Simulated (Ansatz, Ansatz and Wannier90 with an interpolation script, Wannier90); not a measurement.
# PtS2 (1T monolayer): what limits a Wannier interpolation of GW, part 2 of 2

How do the Wannier model and the GW settings move the interpolated bands of PtS2 (1T monolayer)?

Wannier90 4.0.3; maximally localised Wannier functions from the overlaps of PBEsol states (plane waves, PAW). Known limits of the many-body steps: not at the basis limit; no spin polarisation; d states lean on the start; no spin-orbit coupling.

So far. Step 3 (Wannier model on 24×24×1, by the program's own …): Near the gap the model misses directly solved bands by 0.0 meV r.m.s. and by 0 meV at most in the window tested. This tests the starting bands, not the corrections carried with them. Step 4 (Wannier model on 12×12×1, by Wannier90): Near the gap the model misses directly solved bands by 0.3 meV r.m.s. and by 2 meV at most in the window tested. This tests the starting bands, not the corrections carried with them.

## Step 5: A faulty Wannier input

The input, w.win:

```
num_iter = 1200
conv_tol = 1.0e-8
conv_window = 5
dis_num_iter = 4000
dis_conv_tol = 1.0e-8
dis_mix_ratio = 0.7
write_hr = true
use_ws_distance = false
num_print_cycles = 50
! ansatz wannier90 interface
! projections by site (counted from 0) and shell: 0 5D, 1 3P, 2 3P
! states of the run's bands (counted from 1): 1-17
num_bands = 17
num_wann  = 11
dis_win_min = -13.1
dis_win_max = -1.07
guiding_centres = true
shell_list = 2 1

begin unit_cell_cart
Ang
        3.537675821996538                      0.0                      0.0
       -1.768837910998269        3.063717132202998                      0.0
                      0.0                      0.0                     28.1
end unit_cell_cart

begin atoms_frac
Pt                       0.0                      0.0                      0.5
S         0.3333333333333333       0.6666666666666666             0.5432417398
S         0.6666666666666666       0.3333333333333333             0.4567582602
end atoms_frac

mp_grid = 12 12 1

[... the mesh's points ...]
```

Launch:

```console
OMP_NUM_THREADS=1 mpirun -n 8 wannier90.x w > wannier90.x.log
```

Numbers of over 12 decimals in the logs are rounded to 6 here.

The program printed:

```text
[banner, memory and clock lines left out]
TEM
                                    ------

                              Lattice Vectors (Ang)
                    a_1     3.537676   0.000000   0.000000
                    a_2    -1.768838   3.063717   0.000000
                    a_3     0.000000   0.000000  28.100000

                   Unit Cell Volume:     304.56011  (Ang^3)

                        Reciprocal-Space Vectors (Ang^-1)
                    b_1     1.776077   1.025419  -0.000000
                    b_2     0.000000   2.050837   0.000000
                    b_3     0.000000  -0.000000   0.223601

 *----------------------------------------------------------------------------*
 |   Site       Fractional Coordinate          Cartesian Coordinate (Ang)     |
 +----------------------------------------------------------------------------+
 | pt   1   0.00000   0.00000   0.50000   |    0.00000   0.00000  14.05000    |
 | s    1   0.33333   0.66667   0.54324   |   -0.00000   2.04248  15.26509    |
 | s    2   0.66667   0.33333   0.45676   |    1.76884   1.02124  12.83491    |
 *----------------------------------------------------------------------------*
                                ------------
                                K-POINT GRID
                                ------------

             Grid size = 12 x 12 x  1      Total points =  144

 *---------------------------------- MAIN ------------------------------------*
 |  Number of Wannier Functions               :                11             |
 |  Number of Objective Wannier Functions     :                11             |
 |  Number of input Bloch states              :                17             |
 |  Output verbosity (1=low, 5=high)          :                 1             |
[...]
O_D=      0.0069217 O_OD=      0.8352168 O_TOT=     17.4046630 <-- SPRD
 Delta: O_D= -0.1190743E-07 O_OD=  0.1671690E-08 O_TOT= -0.1023574E-07 <-- DLTA

             <<<     Delta < 1.000E-08  over  5 iterations     >>>
             <<< Wannierisation convergence criteria satisfied >>>

 Final State
[...]
WF centre and spread    7  (  0.000000,  2.101040,-12.942728 )     1.93182839
  WF centre and spread    8  (  0.000000,  1.981958,-12.942524 )     1.93163127
[...]
WF centre and spread   10  (  1.768838,  0.962677, 12.942728 )     1.93182839
  WF centre and spread   11  (  1.768838,  1.081759, 12.942524 )     1.93163127
  Sum of centres and spreads (  5.306514,  9.191151,-14.050000 )    17.40466224

         Spreads (Ang^2)       Omega I      =    16.562524477
        ================       Omega D      =     0.006920133
                               Omega OD     =     0.835217629
    Final Spread (Ang^2)       Omega Total  =    17.404662240

 Writing checkpoint file w.chk... done

 *---------------------------------------------------------------------------*
 |                               PLOTTING                                    |
 *---------------------------------------------------------------------------*

 *===========================================================================*
 |                             TIMING INFORMATION                            |
 *===========================================================================*
 |    Tag                                                Ncalls      Time (s)|
 |---------------------------------------------------------------------------|
 |kmesh: get                                        :         1         0.042|
 |overlap: read                                     :         1         0.275|
 |dis: main                                         :         1         0.040|
 |wann: main                                        :         1         2.316|
 |plot: main                                        :         1         0.038|
 *---------------------------------------------------------------------------*
 All done: wannier90 exiting
```

Wall time 3.4 s (8 MPI ranks of Arm Neoverse V1, shared host); 26 s of CPU time.

Numbers from this step:

```
gauge-invariant spread     : 16.56 Å²
diagonal spread            : 0.006920 Å²
off-diagonal spread        : 0.8352 Å²
total spread               : 17.40 Å²
disentanglement steps      : 3
r.m.s. interpolation error : 2.19e-4 eV
r.m.s. error near the gap  : 3.46e-4 eV
```

No frozen window. The electronic bands at the labelled points (eV, zero at the valence-band top; v1 is the highest filled band, c1 the lowest empty one):

```
  point     v4     v3     v2     v1    c1    c2
      Γ  -0.79  -0.72  -0.29  -0.29  3.32  3.32
halfway  -2.10  -0.44  -0.43  -0.15  1.78  2.85
      M  -2.22  -2.12  -1.75  -1.44  2.91  3.08
halfway  -2.37  -2.32  -1.15  -0.79  2.33  2.68
      K  -2.61  -2.36  -0.75  -0.75  2.18  2.18
halfway  -2.16  -0.84  -0.51   0.00  2.10  2.20
      Γ  -0.79  -0.72  -0.29  -0.29  3.32  3.32
```

The same for Kohn-Sham, solved directly:

```csv
point,v4,v3,v2,v1,c1,c2
Γ,-0.79,-0.72,-0.29,-0.29,3.32,3.32
M,-2.22,-2.12,-1.75,-1.44,2.91,3.08
K,-2.61,-2.36,-0.75,-0.75,2.18,2.18
Γ,-0.79,-0.72,-0.29,-0.29,3.32,3.32
```

The fault put into this input: nothing frozen.

## Step 6: G0W0: 12×12×1 mesh, 494 empty bands, screening to 80 eV

G0W0 replaces the xc potential by the self-energy, built once from these orbitals. Only a window of levels is corrected, while the sums run over the empty bands that the input names.

This step: G0W0 on PBEsol, plane waves, PAW.

The input, input.yaml:

```yaml
crystal:
  lattice:
    - [3.537675822, 0.0, 0.0]
    - [-1.768837911, 3.0637171322, 0.0]
    - [0.0, 0.0, 28.1]
  atoms:
    - { symbol: Pt, position: [0.0, 0.0, 0.5] }
    - { symbol: S, position: [0.3333333333, 0.6666666667, 0.5432417398] }
    - { symbol: S, position: [0.6666666667, 0.3333333333, 0.4567582602] }
  periodic: [true, true, false]
kpoints:
  mp_grid: { grid: [12, 12, 1] }
hamiltonian:
  xc: pbesol
scf:
  occupations: { method: fixed }
gw:
  n_empty_bands: 494
  ecut_chi: 80.0
  qp_bands: [v9, c2]
  screening: { model: contour_deformation }
```

Launch:

```console
ansatz run input.yaml --threads 12 --pin off --max-ram 22118MiB --backend cpu --events-out ev --progress --plain --runs-dir out
```

The program printed:

```text
[...]
Crystal: 3 atoms, lattice volume = 304.560 Å³
Basis set: ecut = 420 eV, 5919 PW (Γ)
Bands: 19, of which v1, the nominal top of the filled ones, is band 15 counted from 1 (14 counted from 0)
Symmetry: 12 space group operations
[...]
k-points: 19 of 144
[...]
0    14     -6.6420   -18.3294     1.5548   -16.4249  0.7161    -6.9956    -6.9917  root
[...]
18    14     -7.0953   -25.5666     3.4054   -21.7811  0.7030    -7.4811    -7.4753  root
    18    15     -7.0953   -25.5666     3.4054   -21.7811  0.7030    -7.4811    -7.4753  root
    18    16     -4.1725   -16.0910    -3.1858   -19.9966  0.7203    -3.4336    -3.4526  root
    18    17     -4.1725   -16.0910    -3.1858   -19.9966  0.7203    -3.4336    -3.4526  root
[key lines of the parts left out:]
SCF converged after 7 iterations
Free energy (F): -14154.818583 eV
Fermi energy:    -6.348509 eV
```

Elapsed: 25 min, on 12 threads; peak memory 6.9 GiB.

The G0W0 gap on the mesh is 2.848 eV.

## Step 7: G0W0: 6×6×1 mesh, 494 empty bands, screening to 80 eV

Edit input.yaml of step 6 so:

```diff
@@ -11,3 +11,3 @@
 kpoints:
-  mp_grid: { grid: [12, 12, 1] }
+  mp_grid: { grid: [6, 6, 1] }
 hamiltonian:
```

The program printed:

```text
[...]
Crystal: 3 atoms, lattice volume = 304.560 Å³
Basis set: ecut = 420 eV, 5919 PW (Γ)
Bands: 19, of which v1, the nominal top of the filled ones, is band 15 counted from 1 (14 counted from 0)
Symmetry: 12 space group operations
[...]
k-points: 7 of 36
[...]
0    14     -6.6464   -18.3395     1.5707   -16.4242  0.7161    -6.9948    -6.9910  root
[...]
6    14     -7.0987   -25.5737     3.4146   -21.7817  0.7032    -7.4817    -7.4761  root
     6    15     -7.0987   -25.5737     3.4146   -21.7817  0.7032    -7.4817    -7.4761  root
     6    16     -4.1759   -16.0874    -3.1915   -19.9965  0.7206    -3.4399    -3.4584  root
     6    17     -4.1759   -16.0874    -3.1915   -19.9965  0.7206    -3.4399    -3.4584  root
[key lines of the parts left out:]
SCF converged after 7 iterations
Free energy (F): -14154.819678 eV
Fermi energy:    -6.352027 eV
```

Run time: 2 min. Hardware: 12 threads; peak memory 4.2 GiB.

The G0W0 gap on the mesh is 3.140 eV.

## Step 8: G0W0: 12×12×1 mesh, 229 empty bands, screening to 48 eV

Edit input.yaml of step 7 so:

```diff
@@ -11,3 +11,3 @@
 kpoints:
-  mp_grid: { grid: [6, 6, 1] }
+  mp_grid: { grid: [12, 12, 1] }
 hamiltonian:
@@ -17,4 +17,4 @@
 gw:
-  n_empty_bands: 494
-  ecut_chi: 80.0
+  n_empty_bands: 229
+  ecut_chi: 48
   qp_bands: [v9, c2]
```

The program printed:

```text
[...]
Crystal: 3 atoms, lattice volume = 304.560 Å³
Basis set: ecut = 420 eV, 5919 PW (Γ)
Bands: 19, of which v1, the nominal top of the filled ones, is band 15 counted from 1 (14 counted from 0)
Symmetry: 12 space group operations
[...]
k-points: 19 of 144
[...]
0    14     -6.6420   -18.3294     1.8245   -16.4249  0.7206    -6.7223    -6.7221  root
[...]
18    14     -7.0953   -25.5666     3.6285   -21.7811  0.7070    -7.2532    -7.2522  root
    18    15     -7.0953   -25.5666     3.6285   -21.7811  0.7070    -7.2532    -7.2522  root
    18    16     -4.1725   -16.0910    -2.9743   -19.9966  0.7243    -3.2059    -3.2412  root
    18    17     -4.1725   -16.0910    -2.9743   -19.9966  0.7243    -3.2059    -3.2412  root
[key lines of the parts left out:]
SCF converged after 7 iterations
Free energy (F): -14154.818583 eV
Fermi energy:    -6.348509 eV
```

Wall time 4.8 min (12 threads); peak memory 2.9 GiB; 53 min of CPU time.

The G0W0 gap on the mesh is 2.806 eV.

## Step 9: G0W0: 12×12×1 mesh, 494 empty bands, screening to 80 eV, plasmon pole

Edit input.yaml of step 8 so:

```diff
@@ -17,5 +17,5 @@
 gw:
-  n_empty_bands: 229
-  ecut_chi: 48
+  n_empty_bands: 494
+  ecut_chi: 80.0
   qp_bands: [v9, c2]
-  screening: { model: contour_deformation }
+  screening: { model: godby_needs }
```

The program printed:

```text
[...]
Crystal: 3 atoms, lattice volume = 304.560 Å³
Basis set: ecut = 420 eV, 5919 PW (Γ)
Bands: 19, of which v1, the nominal top of the filled ones, is band 15 counted from 1 (14 counted from 0)
Symmetry: 12 space group operations
[...]
k-points: 19 of 144
[...]
0    14     -6.6420   -18.3294     1.5221   -16.4249  0.7711    -7.0254    -7.0245  root
[...]
18    14     -7.0953   -25.5666     3.3831   -21.7811  0.7757    -7.4990    -7.4976  root
    18    15     -7.0953   -25.5666     3.3831   -21.7811  0.7757    -7.4990    -7.4976  root
    18    16     -4.1725   -16.0910    -3.0826   -19.9966  0.7816    -3.3443    -3.3495  root
    18    17     -4.1725   -16.0910    -3.0826   -19.9966  0.7816    -3.3443    -3.3495  root
[key lines of the parts left out:]
SCF converged after 7 iterations
Free energy (F): -14154.818583 eV
Fermi energy:    -6.348509 eV
```

It took 36 min on 12 threads; peak memory 7 GiB.

The G0W0 gap on the mesh is 2.941 eV.

## Step 10: Interpolated results

Times are wall times on 12 threads of Arm Neoverse V1, shared host, good to a factor of about two.

| GW mesh | empty bands | cutoff (eV) | frequency | gap on mesh (eV) | gap over zone (eV) | direct gap (eV) | valence width (eV) | GW time |
| --- | --- | --- | --- | --- | --- | --- | --- | --- |
| 12×12×1 | 494 | 80 | contour deformation | 2.848 | 2.826 | 2.979 | 6.535 | 25 min |
| 6×6×1 | 494 | 80 | contour deformation | 3.140 | 2.777 | 2.923 | 6.552 | 2 min |
| 12×12×1 | 229 | 48 | contour deformation | 2.806 | 2.782 | 2.951 | 6.626 | 4.8 min |
| 12×12×1 | 494 | 80 | plasmon pole | 2.941 | 2.908 | 3.078 | 6.756 | 36 min |

## Step 11: Outcome

```json
{"12×12×1 mesh, 494 empty bands, screening to 80 eV": "2.83 eV", "6×6×1 mesh, 494 empty bands, screening to 80 eV": "2.78 eV", "12×12×1 mesh, 229 empty bands, screening to 48 eV": "2.78 eV", "12×12×1 mesh, 494 empty bands, screening to 80 eV, plasmon pole": "2.91 eV"}
```

The largest change, +0.08 eV in the gap over the zone, comes with 12×12×1 mesh, 494 empty bands, screening to 80 eV, plasmon pole. The first run is a reference, not a converged one, and where a row moves several settings no single cause can be named. Rows on another GW mesh add that mesh's corrections to the bands of the one model. The program's own minimiser ends at the same spread as the first model, 17.6 Å², from the same trial orbitals; this need not be the lowest minimum. Coarser Wannier mesh (12×12×1): the miss near the gap goes from under 1 (the model on 24×24×1) to under 1 meV and the total spread from 17.6 to 17.4 Å². Nothing frozen (12×12×1): the miss near the gap goes from under 1 (the model on 12×12×1) to under 1 meV and the total spread from 17.4 to 17.4 Å². With 6×6×1 mesh, 494 empty bands, screening to 80 eV the gap over the zone moves by −0.05 eV and that on the mesh by +0.29 eV. With 12×12×1 mesh, 229 empty bands, screening to 48 eV the gap over the zone moves by −0.04 eV and that on the mesh by −0.04 eV. With 12×12×1 mesh, 494 empty bands, screening to 80 eV, plasmon pole the gap over the zone moves by +0.08 eV and that on the mesh by +0.09 eV. Gaps over the zone and on the mesh differ where an edge lies off the mesh, or where a GW run starts from another density: the starting gap over the zone is 1.768 eV, on the GW meshes it is 1.782 eV and 2.062 eV. The runs have no spin polarisation. For a closed low-spin shell that is the natural state; where a d or f shell is open it is a constraint, and the gap is then not the crystal's own. With d states at the gap, one-shot GW leans hard on its start. The many-body steps are scalar-relativistic: spin-orbit coupling is not in them.

[Paths, hosts, dates, memory and timing lines, banners, echoed tables and standing remarks are left out of the program output.]

[Logs are printed without paths, hosts, clocks, repeated set-up lines and the standing remarks that a program may print on its own settings, such as how far it seeks lower states.]

[Runs of the session that timed out or met a known fault of the program may be left out.]

[Hosts, paths, dates, database ids (printed as entryN), source tags and the programs' standing remarks are cut or masked in the printed files.]
